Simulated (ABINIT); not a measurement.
# Ba2TaBiO6 (R-3): G0W0 in ABINIT against the plane-wave cutoff

How does the gap of Ba2TaBiO6 (R-3) converge in the plane-wave cutoff?

Method: LDA and many-body steps on it, plane waves, in ABINIT 10.8.3.

The raw output is cut from this account; settings, times and results stay.

## Step 1: Starting point

It takes space group R-3 (No. 148, trigonal). Conventional cell: a = 6.151 Å, b = 6.151 Å, c = 14.869 Å, α = 90.00°, β = 90.00°, γ = 120.00°. Ba has 12 O at 2.76 to 3.40 Å nearest. Ta has 6 O at 2.01 Å nearest. Nearest to Bi lie 6 O at 2.36 Å. O has 1 Ta at 2.01 Å and 1 Bi at 2.36 Å and 4 Ba at 2.76 to 3.40 Å nearest. Farther neighbours, and contacts between anions beyond the nearest, are not listed.

The cell and positions are those that the Materials Project relaxed with its own functionals (PBE, PBE+U or r2SCAN), kept fixed.

## Step 2: Empty states on the mesh, 2×2×2 mesh, 515 bands

This step: ABINIT 10.8.3; DFT, LDA, plane waves, norm-conserving pseudopotentials.

The sums over transitions need many empty states on a uniform mesh; this step solves for them.

run.abi

```
acell 3*1.0 Angstrom
rprim 
  3.075626834241 1.775713980676 4.956223105800
  -3.075626834241 1.775713980676 4.956223105800
  0.000000000000 -3.551427961352 4.956223105800
ntypat 4
znucl 56 73 83 8
natom 10
typat 1 1 2 3 4 4 4 4 4 4
xred 
  0.748816000000 0.748816000000 0.748816000000
  0.251184000000 0.251184000000 0.251184000000
  0.500000000000 0.500000000000 0.500000000000
  0.000000000000 0.000000000000 0.000000000000
  0.725510000000 0.218856000000 0.322035000000
  0.218856000000 0.322035000000 0.725510000000
  0.322035000000 0.725510000000 0.218856000000
  0.274490000000 0.781144000000 0.677965000000
  0.677965000000 0.274490000000 0.781144000000
  0.781144000000 0.677965000000 0.274490000000
pp_dirpath "pseudos"
pseudos "Ba.upf, Ta.upf, Bi.upf, O.upf"
ecut 36
ngkpt 2 2 2
nshiftk 1
shiftk 0 0 0
kptopt 1
chksymbreak 0
iscf -2
irdden 1
istwfk *1
nband 515
nbdbuf 46
tolwfr 1e-09
nstep 60
prtvol 0
indata_prefix "in"
outdata_prefix "out"
tmpdata_prefix "tmp"
```

Command:

```bash
> OMP_NUM_THREADS=2 mpirun -n 4 abinit run.abi > log
```

Run time: 7 min. Hardware: 4 MPI ranks of AMD EPYC 9B14 (Zen 4), shared host; peak memory 0.86 GiB; 42 min of CPU time.

Read from the output:

```
gap                                                           : 2.566 eV
k of the valence top                                          : 0.5, 0.5, 0.5
k of the conduction bottom                                    : 0.5, 0, 0
least direct gap                                              : 2.595 eV
k points computed                                             : 4
lowest point of the top converged band, above the valence top : 99.5028 eV
```

On this mesh the gap is 2.566 eV.

The density comes from a self-consistent run that is not shown.

## Step 3: Empty states on the mesh, 2×2×2 mesh, 164 bands

Changes to run.abi since step 2:

```diff
@@ -22,3 +22,3 @@
 pseudos "Ba.upf, Ta.upf, Bi.upf, O.upf"
-ecut 36
+ecut 22
 ngkpt 2 2 2
@@ -31,4 +31,4 @@
 istwfk *1
-nband 515
-nbdbuf 46
+nband 164
+nbdbuf 14
 tolwfr 1e-09
```

Elapsed: 33 s, on 4 MPI ranks; peak memory 0.43 GiB; 2.8 min of CPU time.

This step gave:

| Property | Result |
| --- | --- |
| gap | 2.537 eV |
| k of the valence top | 0.5, 0.5, 0.5 |
| k of the conduction bottom | 0.5, 0, 0 |
| least direct gap | 2.566 eV |
| k points computed | 4 |
| lowest point of the top converged band, above the valence top | 36.80 eV |

On this mesh the gap is 2.537 eV.

## Step 4: Empty states on the mesh, 2×2×2 mesh, 164 bands

Changes to run.abi since step 3:

```diff
@@ -22,3 +22,3 @@
 pseudos "Ba.upf, Ta.upf, Bi.upf, O.upf"
-ecut 22
+ecut 29
 ngkpt 2 2 2
```

Run time: 51 s. Hardware: 4 MPI ranks; peak memory 0.52 GiB; 4.6 min of CPU time.

Read from the output:

| Quantity | Value |
| --- | --- |
| gap | 2.564 eV |
| k of the valence top | 0.5, 0.5, 0.5 |
| k of the conduction bottom | 0.5, 0, 0 |
| least direct gap | 2.594 eV |
| k points computed | 4 |
| lowest point of the top converged band, above the valence top | 36.82 eV |

On this mesh the gap is 2.564 eV.

## Step 5: Empty states on the mesh, 2×2×2 mesh, 164 bands

Changes to run.abi since step 4:

```diff
@@ -22,3 +22,3 @@
 pseudos "Ba.upf, Ta.upf, Bi.upf, O.upf"
-ecut 29
+ecut 45
 ngkpt 2 2 2
```

Elapsed: 99 s, on 4 MPI ranks; peak memory 0.6 GiB.

This step gave:

```yaml
gap: 2.566 eV
k_of_the_valence_top: 0.5, 0.5, 0.5
k_of_the_conduction_bottom: 0.5, 0, 0
least_direct_gap: 2.594 eV
k_points_computed: 4
lowest_point_of_the_top_converged_band_above_the_valence_top: 36.82 eV
```

On this mesh the gap is 2.566 eV.

## Step 6: Screening, 2×2×2 mesh, 150 bands, screening to 130.6 eV

The RPA dielectric matrix is built and inverted for each q.

This step: RPA screening on LDA, plane waves, norm-conserving pseudopotentials.

Changes to run.abi since step 5:

```diff
@@ -22,3 +22,3 @@
 pseudos "Ba.upf, Ta.upf, Bi.upf, O.upf"
-ecut 45
+ecut 22
 ngkpt 2 2 2
@@ -28,10 +28,11 @@
 chksymbreak 0
-iscf -2
-irdden 1
 istwfk *1
-nband 164
-nbdbuf 14
-tolwfr 1e-09
-nstep 60
-prtvol 0
+occopt 1
+irdwfk 1
+optdriver 3
+nband 150
+ecuteps 4.8
+inclvkb 2
+awtr 1
+symchi 1
 indata_prefix "in"
```

Command:

```bash
> OMP_NUM_THREADS=1 mpirun -n 8 abinit run.abi > log
```

The job ended after 24 s (8 MPI ranks; peak memory 2.9 GiB; 3.1 min of CPU time).

This step gave:

```yaml
eps_infinity_with_local_fields_on_this_mesh: 6.707
eps_infinity_without_local_fields_on_this_mesh: 7.327
plasma_frequency: 26.70 eV
plane_waves_in_the_screening_matrix: 537
```

Local fields lower ε∞ by 8 %. On a Γ-centred mesh this coarse the value itself is usually too large, while a short band sum pulls it down.

## Step 7: 22 Ha

This step: G0W0 on LDA, plane waves, norm-conserving pseudopotentials.

Changes to run.abi since step 6:

```diff
@@ -31,8 +31,19 @@
 irdwfk 1
-optdriver 3
+optdriver 4
 nband 150
+gwcalctyp 0
+ecutsigx 22
+symsigma 1
+nkptgw 3
+kptgw 
+  0.5000000000 0.5000000000 0.5000000000
+  0.5000000000 0.0000000000 0.0000000000
+  0.0000000000 0.0000000000 0.0000000000
+bdgw 
+  41 45
+  41 44
+  40 44
 ecuteps 4.8
-inclvkb 2
-awtr 1
-symchi 1
+irdscr 1
+ppmodel 1
 indata_prefix "in"
```

Wall time 21 s (8 MPI ranks); peak memory 1.8 GiB.

This step gave:

| Item | Value |
| --- | --- |
| G0W0 gap on the mesh | 3.630 eV |
| starting gap on the mesh | 2.537 eV |
| k of the valence top | 0.5, 0.5, 0.5 |
| k of the conduction bottom | 0.5, 0, 0 |
| Z at the valence top | 0.788 |
| Z at the conduction bottom | 0.827 |
| least direct G0W0 gap on the computed points | 3.665 eV |

## Step 8: Screening, 2×2×2 mesh, 150 bands, screening to 130.6 eV

This step: RPA screening on LDA, plane waves, norm-conserving pseudopotentials.

Changes to run.abi since step 7:

```diff
@@ -22,3 +22,3 @@
 pseudos "Ba.upf, Ta.upf, Bi.upf, O.upf"
-ecut 22
+ecut 29
 ngkpt 2 2 2
@@ -31,19 +31,8 @@
 irdwfk 1
-optdriver 4
+optdriver 3
 nband 150
-gwcalctyp 0
-ecutsigx 22
-symsigma 1
-nkptgw 3
-kptgw 
-  0.5000000000 0.5000000000 0.5000000000
-  0.5000000000 0.0000000000 0.0000000000
-  0.0000000000 0.0000000000 0.0000000000
-bdgw 
-  41 45
-  41 44
-  40 44
 ecuteps 4.8
-irdscr 1
-ppmodel 1
+inclvkb 2
+awtr 1
+symchi 1
 indata_prefix "in"
```

Elapsed: 35 s, on 8 MPI ranks; peak memory 3.9 GiB; 4.6 min of CPU time.

Numbers from this step:

```yaml
eps_infinity_with_local_fields_on_this_mesh: 6.567
eps_infinity_without_local_fields_on_this_mesh: 7.172
plasma_frequency: 26.70 eV
plane_waves_in_the_screening_matrix: 537
```

## Step 9: 29 Ha

The self-energy is evaluated for the states that the input lists, and the quasiparticle equation is solved.

This step: G0W0 on LDA, plane waves, norm-conserving pseudopotentials.

Changes to run.abi since step 8:

```diff
@@ -31,8 +31,19 @@
 irdwfk 1
-optdriver 3
+optdriver 4
 nband 150
+gwcalctyp 0
+ecutsigx 29
+symsigma 1
+nkptgw 3
+kptgw 
+  0.5000000000 0.5000000000 0.5000000000
+  0.5000000000 0.0000000000 0.0000000000
+  0.0000000000 0.0000000000 0.0000000000
+bdgw 
+  41 45
+  41 44
+  40 44
 ecuteps 4.8
-inclvkb 2
-awtr 1
-symchi 1
+irdscr 1
+ppmodel 1
 indata_prefix "in"
```

It took 22 s on 8 MPI ranks; peak memory 2.1 GiB; 2.9 min of CPU time.

Numbers from this step:

| Quantity | Value |
| --- | --- |
| G0W0 gap on the mesh | 3.675 eV |
| starting gap on the mesh | 2.564 eV |
| k of the valence top | 0.5, 0.5, 0.5 |
| k of the conduction bottom | 0.5, 0, 0 |
| Z at the valence top | 0.786 |
| Z at the conduction bottom | 0.827 |
| least direct G0W0 gap on the computed points | 3.711 eV |

The gap on the mesh goes from 2.56 eV to 3.67 eV, a correction of +1.11 eV.

## Step 10: Screening, 2×2×2 mesh, 150 bands, screening to 130.6 eV

This step: RPA screening on LDA, plane waves, norm-conserving pseudopotentials.

Changes to run.abi since step 9:

```diff
@@ -22,3 +22,3 @@
 pseudos "Ba.upf, Ta.upf, Bi.upf, O.upf"
-ecut 29
+ecut 36
 ngkpt 2 2 2
@@ -31,19 +31,8 @@
 irdwfk 1
-optdriver 4
+optdriver 3
 nband 150
-gwcalctyp 0
-ecutsigx 29
-symsigma 1
-nkptgw 3
-kptgw 
-  0.5000000000 0.5000000000 0.5000000000
-  0.5000000000 0.0000000000 0.0000000000
-  0.0000000000 0.0000000000 0.0000000000
-bdgw 
-  41 45
-  41 44
-  40 44
 ecuteps 4.8
-irdscr 1
-ppmodel 1
+inclvkb 2
+awtr 1
+symchi 1
 indata_prefix "in"
```

It took 43 s on 8 MPI ranks; peak memory 5.2 GiB; 5.7 min of CPU time.

Numbers from this step:

```
ε∞ with local fields, on this mesh    : 6.554
ε∞ without local fields, on this mesh : 7.157
plasma frequency                      : 26.70 eV
plane waves in the screening matrix   : 537
```

## Step 11: 36 Ha

This step: G0W0 on LDA, plane waves, norm-conserving pseudopotentials.

Changes to run.abi since step 10:

```diff
@@ -31,8 +31,19 @@
 irdwfk 1
-optdriver 3
+optdriver 4
 nband 150
+gwcalctyp 0
+ecutsigx 36
+symsigma 1
+nkptgw 3
+kptgw 
+  0.5000000000 0.5000000000 0.5000000000
+  0.5000000000 0.0000000000 0.0000000000
+  0.0000000000 0.0000000000 0.0000000000
+bdgw 
+  41 45
+  41 44
+  40 44
 ecuteps 4.8
-inclvkb 2
-awtr 1
-symchi 1
+irdscr 1
+ppmodel 1
 indata_prefix "in"
```

Elapsed: 23 s, on 8 MPI ranks; peak memory 2.6 GiB; 3 min of CPU time.

This step gave:

```yaml
g0w0_gap_on_the_mesh: 3.683 eV
starting_gap_on_the_mesh: 2.566 eV
k_of_the_valence_top: 0.5, 0.5, 0.5
k_of_the_conduction_bottom: 0.5, 0, 0
least_direct_g0w0_gap_on_the_computed_points: 3.718 eV
```

Against the run before, the gap moves by +0.008 eV.

## Step 12: Screening, 2×2×2 mesh, 150 bands, screening to 130.6 eV

This step: RPA screening on LDA, plane waves, norm-conserving pseudopotentials.

Changes to run.abi since step 11:

```diff
@@ -22,3 +22,3 @@
 pseudos "Ba.upf, Ta.upf, Bi.upf, O.upf"
-ecut 36
+ecut 45
 ngkpt 2 2 2
@@ -31,19 +31,8 @@
 irdwfk 1
-optdriver 4
+optdriver 3
 nband 150
-gwcalctyp 0
-ecutsigx 36
-symsigma 1
-nkptgw 3
-kptgw 
-  0.5000000000 0.5000000000 0.5000000000
-  0.5000000000 0.0000000000 0.0000000000
-  0.0000000000 0.0000000000 0.0000000000
-bdgw 
-  41 45
-  41 44
-  40 44
 ecuteps 4.8
-irdscr 1
-ppmodel 1
+inclvkb 2
+awtr 1
+symchi 1
 indata_prefix "in"
```

The job ended after 58 s (8 MPI ranks; peak memory 6.6 GiB; 7.7 min of CPU time).

Read from the output:

| Property | Result |
| --- | --- |
| ε∞ with local fields, on this mesh | 6.553 |
| ε∞ without local fields, on this mesh | 7.156 |
| plasma frequency | 26.70 eV |
| plane waves in the screening matrix | 537 |

## Step 13: 45 Ha

This step: G0W0 on LDA, plane waves, norm-conserving pseudopotentials.

Changes to run.abi since step 12:

```diff
@@ -31,8 +31,19 @@
 irdwfk 1
-optdriver 3
+optdriver 4
 nband 150
+gwcalctyp 0
+ecutsigx 45
+symsigma 1
+nkptgw 3
+kptgw 
+  0.5000000000 0.5000000000 0.5000000000
+  0.5000000000 0.0000000000 0.0000000000
+  0.0000000000 0.0000000000 0.0000000000
+bdgw 
+  41 45
+  41 44
+  40 44
 ecuteps 4.8
-inclvkb 2
-awtr 1
-symchi 1
+irdscr 1
+ppmodel 1
 indata_prefix "in"
```

Run time: 26 s. Hardware: 8 MPI ranks; peak memory 3.3 GiB.

This step gave:

- G0W0 gap on the mesh: 3.685 eV
- starting gap on the mesh: 2.566 eV
- k of the valence top: 0.5, 0.5, 0.5
- k of the conduction bottom: 0.5, 0, 0
- least direct G0W0 gap on the computed points: 3.720 eV

Against the run before, the gap moves by +0.002 eV.

## Step 14: The runs together

Times are wall times on 8 MPI ranks of AMD EPYC 9B14 (Zen 4), shared host, good to a factor of about two. A run's time includes the screening step that it read.

| run | mesh | bands | screening cutoff (eV) | DFT gap (eV) | gap on the mesh (eV) | direct (eV) | ε∞ used | time |
| --- | --- | --- | --- | --- | --- | --- | --- | --- |
| 22 Ha | 2×2×2 | 150 | 130.6 | 2.537 | 3.630 | 3.665 | 6.71 | 44 s |
| 29 Ha | 2×2×2 | 150 | 130.6 | 2.564 | 3.675 | 3.711 | 6.57 | 57 s |
| 36 Ha | 2×2×2 | 150 | 130.6 | 2.566 | 3.683 | 3.718 | 6.55 | 66 s |
| 45 Ha | 2×2×2 | 150 | 130.6 | 2.566 | 3.685 | 3.720 | 6.55 | 84 s |

## Step 15: Results

```json
{
 "22 Ha": "3.630 eV",
 "29 Ha": "3.675 eV",
 "36 Ha": "3.683 eV",
 "45 Ha": "3.685 eV",
 "known limits": "short of the basis limit; exchange with frozen shells missing; no spin-orbit coupling; coarse k mesh"
}
```

The setting moved: plane-wave cutoff. From 22 Ha to 45 Ha the gap moves by +0.06 eV. It holds to 0.03 eV from 29 Ha on. Bands and screening cutoff are coupled, so a series along one setting does not show full convergence. Where bands and cutoff are finite, the G0W0 gap stands short of the basis limit, usually by up to a few tenths of an eV; the mesh is an error of its own. The 2×2×2 mesh is coarse for this cell, which bears on the long-range parts of exchange and screening. Where an edge is built on 6p states of lead, bismuth or thallium, scalar-relativistic gaps usually stand too wide, by a few tenths to over one eV. The norm-conserving file of at least one element keeps a d shell over frozen s and p shells of the same row. Exchange with those shells is missing from the self-energy, an error of 0.3 to 0.9 eV in cases checked, whose sign depends on which edge lies on those atoms. The many-body steps are scalar-relativistic: spin-orbit coupling is not in them.

[Long decimals in the printed logs are rounded to 6 places.]

[Logs are printed without paths, hosts, clocks, repeated set-up lines and the standing remarks that a program may print on its own settings, such as how far it seeks lower states.]

[Paths, hosts, dates, memory and timing lines, banners, echoed tables and standing remarks are left out of the program output; an Ansatz launch command may be rebuilt from the run's recorded settings. Measured values are a selection of at most five: reports struck by readers or far from the other reports are left out. None is set beside runs whose start may be inverted or whose files or cutoffs have a known fault.]

[Runs of the session that timed out or met a known fault of the program may be left out.]

[Hosts, paths, dates, database ids (printed as entryN), source tags and the programs' standing remarks are cut or masked in the printed files.]

[G0W0 gaps are taken among the corrected bands and points alone; a level outside them can change the order at an edge.]

[Where Ansatz stands beside ABINIT at settings called matched, ABINIT's density can come from a denser mesh and the files from another edition; pairs whose starting gaps differed by over 0.03 eV were left out, so agreement reads better than it is.]
